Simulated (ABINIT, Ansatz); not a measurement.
**K2H4Pt (I4/mmm): G0W0 with ABINIT, start to end**

Wanted: ground state, empty states, screening and self-energy for K2H4Pt (I4/mmm).

Method: PBEsol and many-body steps on it, plane waves, in ABINIT 10.8.3.

## (1) The structure

The structure is tetragonal, space group I4/mmm (No. 139). The conventional cell has a = 5.749 Å, b = 5.749 Å, c = 7.722 Å, α = 90.00°, β = 90.00°, γ = 90.00°. Nearest to K lie 8 H at 2.83 Å. Nearest to H lie 1 Pt at 1.65 Å and 2 H at 2.33 Å and 4 K at 2.83 Å. Pt has 4 H at 1.65 Å nearest. Farther neighbours are not listed.

Structure file:

```cif
data_structure
_symmetry_space_group_name_H-M 'I4/mmm'
_symmetry_Int_Tables_number 139
_cell_length_a 5.7491
_cell_length_b 5.7491
_cell_length_c 7.7224
_cell_angle_alpha 90.000
_cell_angle_beta 90.000
_cell_angle_gamma 90.000
_cell_volume 255.24
loop_
_atom_site_label
_atom_site_type_symbol
_atom_site_symmetry_multiplicity
_atom_site_Wyckoff_symbol
_atom_site_fract_x
_atom_site_fract_y
_atom_site_fract_z
_atom_site_occupancy
K1 K 4 d 0.50000 0.00000 0.25000 1
H1 H 8 h 0.29721 0.70279 0.50000 1
Pt1 Pt 2 a 0.00000 0.00000 0.00000 1
```

The cell and positions are those that the Materials Project relaxed with its own functionals (PBE, PBE+U or r2SCAN), kept fixed. Spin-orbit coupling is left out unless a step names it.

## (2) Ground state

This step: ABINIT 10.8.3; DFT, PBEsol, plane waves, norm-conserving pseudopotentials.

The ground-state density comes first.

run.abi reads:

```
acell 3*1.0 Angstrom
rprim 
  -2.874560180000 2.874560180000 3.861188830000
  2.874560180000 -2.874560180000 3.861188830000
  2.874560180000 2.874560180000 -3.861188830000
ntypat 3
znucl 19 1 78
natom 7
typat 1 1 2 2 2 2 3
xred 
  0.250000000000 0.750000000000 0.500000000000
  0.750000000000 0.250000000000 0.500000000000
  0.202788050000 0.797211950000 0.000000000000
  0.202788050000 0.202788050000 0.405576100000
  0.797211950000 0.202788050000 0.000000000000
  0.797211950000 0.797211950000 0.594423900000
  0.000000000000 0.000000000000 0.000000000000
pp_dirpath "pseudos"
pseudos "K.upf, H.upf, Pt.upf"
ecut 38
ngkpt 6 6 6
nshiftk 1
shiftk 0 0 0
kptopt 1
chksymbreak 0
nband 27
occopt 1
tolvrs 1e-10
nstep 60
prtwf 0
optforces 0
optstress 0
indata_prefix "in"
outdata_prefix "out"
tmpdata_prefix "tmp"
```

On the command line:

```bash
$ OMP_NUM_THREADS=1 mpirun -n 4 abinit run.abi > log
```

Numbers of over 12 decimals in the logs are rounded to 6 here.

The log of the run:

```text
.Version 10.8.3 of ABINIT. v10.8.2 released Aug 2026.

 Symmetries : space group I4/m m m (#139); Bravais tI (body-center tetrag.)
================================================================================
 Values of the parameters that define the memory need of the present run
     intxc =       0    ionmov =       0      iscf =       7    lmnmax =       8
     lnmax =       8     mgfft =      60  mpssoang =       4    mqgrid =    3001
     natom =       7  nloc_mem =       1    nspden =       1   nspinor =       1
    nsppol =       1      nsym =      16    n1xccc =    2501    ntypat =       3
    occopt =       1   xclevel =       2
-    mband =          27        mffmem =           1         mkmem =           8
       mpw =        9652          nfft =      216000          nkpt =          30
================================================================================
  Rough estimation (10% accuracy) of disk space for files :
================================================================================

--------------------------------------------------------------------------------
------------- Echo of variables that govern the present computation ------------
--------------------------------------------------------------------------------
 -outvars: echo values of preprocessed input variables --------
            acell      1.8897261259E+00  1.8897261259E+00  1.8897261259E+00 Bohr

      chksymbreak           0
             ecut      3.80000000E+01 Hartree
-          fftalg         312

              ixc     -116133
              kpt      0.00000000E+00  0.00000000E+00  0.00000000E+00
                       1.66666667E-01  0.00000000E+00  0.00000000E+00
                       3.33333333E-01  0.00000000E+00  0.00000000E+00
                       5.00000000E-01  0.00000000E+00  0.00000000E+00
                       1.66666667E-01  1.66666667E-01  0.00000000E+00
                       3.33333333E-01  1.66666667E-01  0.00000000E+00
                       5.00000000E-01  1.66666667E-01  0.00000000E+00
                      -3.33333333E-01  1.66666667E-01  0.00000000E+00
                      -1.66666667E-01  1.66666667E-01  0.00000000E+00
   [... 19 further rows ...]
                      -3.33333333E-01 -3.33333333E-01  3.33333333E-01
                       5.00000000E-01  5.00000000E-01  5.00000000E-01
         kptrlatt        6    0    0      0    6    0      0    0    6
          kptrlen      6.35706503E+01
P           mkmem           8
            natom           7
            nband          27
            ngfft          60      60      60
             nkpt          30
            nstep          60
             nsym          16
           ntypat           3
              occ      2.000000  2.000000  2.000000  2.000000  2.000000  2.000000
                       2.000000  2.000000  2.000000  2.000000  2.000000  2.000000
                       2.000000  2.000000  2.000000  2.000000  2.000000  2.000000
                       2.000000  2.000000  0.000000  0.000000  0.000000  0.000000
[...]
optforces           0
        optstress           0
            prtwf           0
            rprim     -2.8745601800E+00  2.8745601800E+00  3.8611888300E+00
[...]
spgroup         139

           tolvrs      1.00000000E-10

             xred      2.5000000000E-01  7.5000000000E-01  5.0000000000E-01
[...]
znucl       19.00000    1.00000   78.00000

================================================================================

 chkinp: Checking input parameters for consistency.

================================================================================
== DATASET  1 ==================================================================
-   mpi_nproc: 4, omp_nthreads: 1 (-1 if OMP is not activated)

--- !DatasetInfo
iteration_state: {dtset: 1, }
dimensions: {natom: 7, nkpt: 30, mband: 27, nsppol: 1, nspinor: 1, nspden: 1, mpw: 9652, }
cutoff_energies: {ecut:  38.0, pawecutdg:  -1.0, }
electrons: {nelect:   4.00000000E+01, charge:   0.00000000E+00, occopt:   1.00000000E+00, tsmear:   1.00000000E-02, }

 Real(R)+Recip(G) space primitive vectors, cartesian coordinates (Bohr,Bohr^-1):
 R(1)= -5.4321315  5.4321315  7.2965894  G(1)=  0.0000000  0.0920449  0.0685252
 R(2)=  5.4321315 -5.4321315  7.2965894  G(2)=  0.0920449  0.0000000  0.0685252
 R(3)=  5.4321315  5.4321315 -7.2965894  G(3)=  0.0920449  0.0920449  0.0000000
 Unit cell volume ucvol=  8.6123257E+02 bohr^3
 Angles (23,13,12)=  1.18312069E+02  1.18312069E+02  9.29493232E+01 degrees

 getcut: wavevector=  0.0000  0.0000  0.0000  ngfft=  60  60  60
         ecut(hartree)=     38.000   => boxcut(ratio)=   2.04098

--- Pseudopotential description ------------------------------------------------
- K Generated using ONCVPSP code by D. R. Hamann
- 19.00000   9.00000  180301                  znucl, zion, pspdat
12 -116133 2 -1 2250                          pspcod,pspxc,lmax,lloc,mmax
     nproj     2     2     2     0
  pspatm : epsatm=    8.32504554
         --- l  ekb(1:nproj) -->
[...]
pspatm: atomic psp has been read  and splines computed

- H Generated using ONCVPSP code by D. R. Hamann
-  1.00000   1.00000  180301                  znucl, zion, pspdat
12 -116133 1 -1 1180                          pspcod,pspxc,lmax,lloc,mmax
     nproj     2     1     0     0
  pspatm : epsatm=    0.35585368
         --- l  ekb(1:nproj) -->
[...]
1   -0.494138
 pspatm: atomic psp has been read  and splines computed

- Pt Generated using ONCVPSP code by D. R. Hamann
- 78.00000  18.00000  180301                  znucl, zion, pspdat
12 -116133 3 -1 1358                          pspcod,pspxc,lmax,lloc,mmax
     nproj     2     2     2     2
  pspatm : epsatm=   26.53983159
         --- l  ekb(1:nproj) -->
[...]
pspatm: atomic psp has been read  and splines computed

   1.78453350E+03                                ecore*ucvol(ha*bohr**3)
--------------------------------------------------------------------------------

_setup2: Arith. and geom. avg. npw (full set) are    9635.968    9635.961

================================================================================

--- !BeginCycle
iteration_state: {dtset: 1, }
solver: {iscf: 7, nstep: 60, nline: 4, wfoptalg: 0, }
tolerances: {tolvrs: 1.00E-10, }

     iter   Etot(hartree)      deltaE(h)  residm     vres2
 ETOT  1  -192.76634493304    -1.928E+02 1.091E-01 3.098E+02
 ETOT  2  -192.90267108736    -1.363E-01 1.722E-02 4.673E+02
 ETOT  3  -192.95104146179    -4.837E-02 3.294E-03 9.835E+00
 ETOT  4  -192.95255744579    -1.516E-03 2.336E-03 1.333E+00
 ETOT  5  -192.95267598839    -1.185E-04 5.451E-04 5.007E-02
 ETOT  6  -192.95267792003    -1.932E-06 8.729E-04 1.260E-02
 ETOT  7  -192.95267833120    -4.112E-07 2.581E-04 1.764E-03
 ETOT  8  -192.95267835985    -2.865E-08 5.752E-04 1.715E-04
 ETOT  9  -192.95267836300    -3.144E-09 1.826E-04 1.024E-05
 ETOT 10  -192.95267836324    -2.407E-10 3.310E-04 1.109E-06
 ETOT 11  -192.95267836328    -4.047E-11 9.102E-05 6.467E-08
 ETOT 12  -192.95267836328     7.674E-13 1.482E-04 2.537E-09
 ETOT 13  -192.95267836328    -3.013E-12 6.353E-05 1.196E-10
 ETOT 14  -192.95267836328    -2.814E-12 1.005E-04 3.887E-11

 At SCF step   14       vres2   =  3.89E-11 < tolvrs=  1.00E-10 =>converged.

--- !ResultsGS
iteration_state: {dtset: 1, }
comment   : Summary of ground state results
lattice_vectors:
- [ -5.4321315,   5.4321315,   7.2965894, ]
- [  5.4321315,  -5.4321315,   7.2965894, ]
- [  5.4321315,   5.4321315,  -7.2965894, ]
lattice_lengths: [  10.59511,   10.59511,   10.59511, ]
lattice_angles: [118.312, 118.312,  92.949, ] # degrees, (23, 13, 12)
lattice_volume:   8.6123257E+02
convergence: {deltae: -2.814E-12, res2:  3.887E-11, residm:  1.005E-04, diffor:  0.000E+00, }
etotal    :  -1.92952678E+02
entropy   :   0.00000000E+00
fermie    :   4.15209961E-02
cartesian_stress_tensor: null
pressure_GPa: null
xred      :
- [  2.5000E-01,   7.5000E-01,   5.0000E-01,  K]
- [  7.5000E-01,   2.5000E-01,   5.0000E-01,  K]
- [  2.0279E-01,   7.9721E-01,   3.2161E-17,  H]
- [  2.0279E-01,   2.0279E-01,   4.0558E-01,  H]
- [  7.9721E-01,   2.0279E-01,  -2.1529E-17,  H]
- [  7.9721E-01,   7.9721E-01,   5.9442E-01,  H]
- [  0.0000E+00,   0.0000E+00,   0.0000E+00, Pt]
cartesian_forces: null
force_length_stats: {min: null, max: null, mean: null, }

 Integrated electronic density in atomic spheres:
 ------------------------------------------------
 Atom  Sphere_radius  Integrated_density
[...]
================================================================================

 ----iterations are completed or convergence reached----

 Mean square residual over all n,k,spin=   61.992E-08; max=  10.050E-05
 reduced coordinates (array xred) for    7 atoms
[...]
0.202788050000      0.202788050000      0.405576100000
       0.797211950000      0.202788050000     -0.000000000000
       0.797211950000      0.797211950000      0.594423900000
       0.000000000000      0.000000000000      0.000000000000
 rms dE/dt=  0.0000E+00; max dE/dt=  0.0000E+00; dE/dt below (all hartree)
    1       0.000000000000      0.000000000000      0.000000000000
    2       0.000000000000      0.000000000000      0.000000000000
    3       0.000000000000      0.000000000000      0.000000000000
    4       0.000000000000      0.000000000000      0.000000000000
    5       0.000000000000      0.000000000000      0.000000000000
    6       0.000000000000      0.000000000000      0.000000000000
    7       0.000000000000      0.000000000000      0.000000000000

 cartesian coordinates (angstrom) at end:
    1      2.874560     0.000000     1.930594
    2     -0.000000     2.874560     1.930594
    3      1.708707    -1.708707     3.861189
    4      1.165853     1.165853     0.000000
    5     -1.708707     1.708707     3.861189
    6      1.708707     1.708707     3.861189
    7      0.000000     0.000000     0.000000
 length scales=  1.889726125908  1.889726125908  1.889726125908 bohr
              =  1.000000000000  1.000000000000  1.000000000000 angstroms
 prteigrs : about to open file out_EIG
 Fermi (or HOMO) energy (hartree) =   0.04152   Average Vxc (hartree)=  -0.29120
 Eigenvalues (hartree) for nkpt=  30  k points:
 kpt#   1, nband= 27, wtk=  0.00463, kpt=  0.0000  0.0000  0.0000 (reduced coord)
  -3.49184   -1.81261   -1.81261   -1.79232   -0.99818   -0.99681   -0.39760   -0.39667
  -0.39667   -0.39257   -0.39257   -0.38981   -0.14281   -0.10860    0.01289    0.01289
   0.01424    0.02905    0.02905    0.02929    0.21261    0.23184    0.24105    0.28929
   0.36053    0.36312    0.36323
 prteigrs : prtvol=0 or 1, do not print more k-points.

--- !EnergyTerms
iteration_state     : {dtset: 1, }
comment             : Components of total free energy in Hartree
kinetic             :  5.99204364373111E+01
hartree             :  6.35786789524547E+01
xc                  : -3.76806780111036E+01
Ewald energy        : -9.75841210397801E+01
psp_core            :  2.07206921802238E+00
local_psp           : -1.99363003483814E+02
non_local_psp       :  1.61039395636255E+01
total_energy        : -1.92952678363284E+02
total_energy_eV     : -5.25050985813985E+03
band_energy         : -2.67648316287448E+01

== END DATASET(S) ==============================================================
================================================================================

 -outvars: echo values of variables after computation  --------
           etotal     -1.9295267836E+02
            nband          27
             nkpt          30
          spgroup         139
 [... the other variables as echoed above ...]

 Calculation completed.
```

Wall time 2.5 min (4 MPI ranks of Intel Xeon Platinum 8488C (Sapphire Rapids), shared host); peak memory 0.66 GiB.

This step gave:

| Item | Value |
| --- | --- |
| total energy | -5250.5099 eV |
| gap | 2.587 eV |
| k of the valence top | 0.5, 0.5, 0.1667 |
| k of the conduction bottom | 0.5, 0.5, 0.5 |
| least direct gap | 2.625 eV |

The gap is indirect, with the least direct gap 0.04 eV higher.

(Continued in part 2 of 3.)

[Paths, hosts, dates, memory and timing lines, banners, echoed tables and standing remarks are left out of the program output.]

[Logs are printed without paths, hosts, clocks, repeated set-up lines and the standing remarks that a program may print on its own settings, such as how far it seeks lower states.]

[Runs of the session that timed out or met a known fault of the program may be left out.]

[Hosts, paths, dates, database ids (printed as entryN), source tags and the programs' standing remarks are cut or masked in the printed files.]

[G0W0 gaps are taken among the corrected bands and points alone; a level outside them can change the order at an edge.]

[Where Ansatz stands beside ABINIT at settings called matched, ABINIT's density can come from a denser mesh and the files from another edition; pairs whose starting gaps differed by over 0.03 eV were left out, so agreement reads better than it is.]
